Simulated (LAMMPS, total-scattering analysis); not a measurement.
# Worked example: from partials to totals in 80SiO2-20Li2O (mol %)

A simulated model of 80SiO2-20Li2O (mol %) at 300 K, 15 GPa, from classical molecular dynamics (LAMMPS) with the Morse and Coulomb pair potential with partial charges (Pedone, Malavasi, Menziani, Cormack and Segre, J. Phys. Chem. B 110, 11780 (2006)). The average runs over 8.0 ps of 600 atoms. It is rigid on the time of the run, a glass quenched from the melt; how it was made: 600 atoms placed at random at 2.2 g/cm^3, melted at 3500 K for 8 ps, cooled at 200 K/ps. Atom fractions Si 0.2650, Li 0.1367, O 0.5983; masses Si 28.085, Li 6.940, O 15.999 u; density 3.1444 g/cm³; coherent lengths Si 4.15071, Li -1.93, O 5.8037 fm. Faber–Ziman partials at a few Q:

| Q (Å⁻¹) | S O–O | S Si–O | S Si–Si | S Li–O | S Si–Li | S Li–Li |
| --- | --- | --- | --- | --- | --- | --- |
| 1.90 | -0.249 | 2.276 | 1.624 | 0.371 | -1.317 | -0.929 |
| 2.90 | 4.563 | -2.654 | 2.376 | -0.400 | 2.552 | 1.698 |
| 4.60 | 0.669 | 1.596 | 1.567 | 1.076 | 1.577 | 0.740 |

The pair function g(SiO), r in Å, every 0.06 Å up to its first minimum: 1.41 0.01, 1.47 0.52, 1.53 6.35, 1.59 13.47, 1.65 8.08, 1.71 2.57, 1.77 1.09, 1.83 0.62, 1.89 0.33, 1.95 0.18, 2.01 0.12, 2.07 0.07, 2.13 0.09, 2.19 0.07, 2.25 0.07.

**Tasks.** (a) The number density. (b) The neutron weights. (c) The neutron S(Q) at the listed Q. (d) The number of O around Si.

(a) The mean mass is 0.2650×28.085 + 0.1367×6.940 + 0.5983×15.999 = 17.963 u, so ρ₀ = 3.1444/(17.963 × 1.66054) = 0.10541 Å⁻³.

(b) ⟨b⟩ = 0.2650×4.15071 + 0.1367×(-1.93) + 0.5983×5.8037 = 4.308 fm. The weight of a pair is ci cj bi bj (2 − δij)/⟨b⟩²: O–O 0.650, Si–O 0.412, Si–Si 0.065, Li–O -0.099, Si–Li -0.031, Li–Li 0.004; they sum to 1.000.

(c) S = 1 + Σ w (Sij − 1). At 1.90 Å⁻¹: 1 − 0.811 + 0.525 + 0.041 + 0.062 + 0.072 − 0.007 = 0.882; Si–O pushes up most; O–O pulls down most. At 2.90 Å⁻¹: 1 + 2.314 − 1.504 + 0.090 + 0.138 − 0.049 + 0.003 = 1.992; O–O pushes up most; Si–O pulls down most. At 4.60 Å⁻¹: 1 − 0.215 + 0.245 + 0.037 − 0.008 − 0.018 − 0.001 = 1.040; Si–O pushes up most; O–O pulls down most.

(d) n = 4πρ₀ c(O) Σ r² g Δr. The sum Σ r² g over the listed points is 88.8 Å², so n = 4π × 0.10541 × 0.5983 × 88.8 × 0.06 = 4.22; counting pairs in the frames up to 2.26 Å gives 4.21. By balance, each O has n c(Si)/c(O) = 1.87 Si.
